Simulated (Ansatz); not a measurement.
# Amorphous polyisobutylene (as short chains C22H46): a series in temperature

How do cells made at different temperatures differ in energy, pressure, forces, levels, charges and cost?

Computed with Ansatz 0.2.0: Kohn-Sham DFT, r2SCAN+D3(BJ), PAW (set soft_2). Every run is a single point, with the atoms held where the recipe put them (cutoff of the plane-wave runs 500 eV, fixed occupations).

First member: 2 polyisobutylene chains of 5 units with methyl end groups placed at random, at 0.803 g/cm³; overlaps pushed apart, then 20 ps at 800 K with MMFF94 bonds, angles, torsions, charges and radii (Halgren, J. Comput. Chem. 17, 490 (1996)) in harmonic and 12-6 forms. Snapshot after 30 ps at 460 K and fixed volume.

Last member: 2 polyisobutylene chains of 5 units with methyl end groups placed at random, at 0.691 g/cm³; overlaps pushed apart, then 20 ps at 800 K with MMFF94 bonds, angles, torsions, charges and radii (Halgren, J. Comput. Chem. 17, 490 (1996)) in harmonic and 12-6 forms. Snapshot after 30 ps at 640 K and fixed volume.

The members:

```
temperature (K)  reduced formula  atoms  valence electrons  k-mesh        basis  density (g/cm³)
            460           H23C11    136                268   1×1×1  plane waves            0.803
            500           H23C11    136                268   1×1×1  plane waves            0.778
            540           H23C11    136                268   1×1×1  plane waves            0.753
            580           H23C11    136                268   1×1×1  plane waves            0.728
            640           H23C11    136                268   1×1×1  plane waves            0.691
```

Each cell is one sample from a classical run, so sample-to-sample scatter enters every column; pressures lack the kinetic term, and hold the strain of bonds inside molecules, whose lengths the classical model set.

The input of the first member, without its atom lines; other members have their own cell and atoms, and may differ in mesh, basis and outputs:

```yaml
crystal:
  lattice:
    - [10.87075, 0.0, 0.0]
    - [0.0, 10.87075, 0.0]
    - [0.0, 0.0, 10.87075]
  atoms:
    [... 136 lines ...]
kpoints:
  mp_grid: { grid: [1, 1, 1] }
hamiltonian:
  xc: r2scan
  dispersion: d3bj
scf:
  occupations: { method: fixed }
output:
  forces: true
  stress: true
  populations: true
  dos:
    method: { smearing: { sigma: 0.08 } }
    de: 0.1
    projected: { site_lists: { C: [C], H: [H] } }
  eigenvalues: true
  write_density: true
  write_potential: true
  volumetric_format: npy
```

Results; charges are mean Löwdin charges in e:

```csv
temperature (K),energy less the first member's (meV/atom),pressure (GPa),r.m.s. force (eV/Å),gap (eV),q(C),q(H)
460,0.0,1.44,0.999,5.60,-0.29,+0.17
500,10.6,1.25,1.09,5.30,-0.29,+0.17
540,2.2,0.592,0.996,5.61,-0.29,+0.17
580,27.6,1.27,1.27,5.58,-0.29,+0.17
640,28.9,1.70,1.21,5.64,-0.29,+0.17
```

The gap is that between the highest filled and lowest empty Kohn-Sham level on the run's k-points, and semilocal functionals tend to put gaps under measured ones. The projection misses up to 0.023 e an atom, so the charges add up to more than the cell's charge. Löwdin charges hang on the projection basis and can even invert the polarity of covalent bonds.

Cost on 8 threads of Arm Neoverse V2, shared host:

```
temperature (K)  atoms        basis  k-mesh  SCF cycles  time  host memory (GiB)
            460    136  plane waves   1×1×1           9  17 s                3.0
            500    136  plane waves   1×1×1           9  19 s                3.1
            540    136  plane waves   1×1×1           8  18 s                3.1
            580    136  plane waves   1×1×1           8  20 s                3.9
            640    136  plane waves   1×1×1           9  22 s                3.9
```

Times include the outputs that each run asked for, on hosts shared with other jobs.

The energy against the first member is lowest at 460 K (0.0 meV/atom) and highest at 640 K (28.9 meV/atom), rising overall but not at every step; each member is a single configuration. The gap is lowest at 500 K (5.3 eV) and highest at 640 K (5.64 eV), with no steady trend; in single samples it varies with the configuration. The density spans 0.691 to 0.803 g/cm³, so the columns mix its effect with that of the temperature. The pressure is lowest at 540 K (0.59 GPa) and highest at 640 K (1.7 GPa), with no steady trend; the recipes set unlike densities, and the bond lengths of the classical model enter the pressure too.

**Limits.** The network of contacts between molecules at the start is that of the classical potential that made the cell, and needn't be the one that DFT or experiment would give. The cells aren't relaxed by DFT, which could reorder their energies.

[Logs are printed without paths, hosts, clocks, repeated set-up lines and the standing remarks that a program may print on its own settings, such as how far it seeks lower states.]

[Hosts, paths, dates, database ids (printed as entryN), source tags and the programs' standing remarks are cut or masked in the printed files.]

[The MMFF94 radii named for the starting cell were scaled by 0.96; in molecules described by MMFF94, hydrogen bound to N, O or S took a small fixed 12-6 site in their place.]
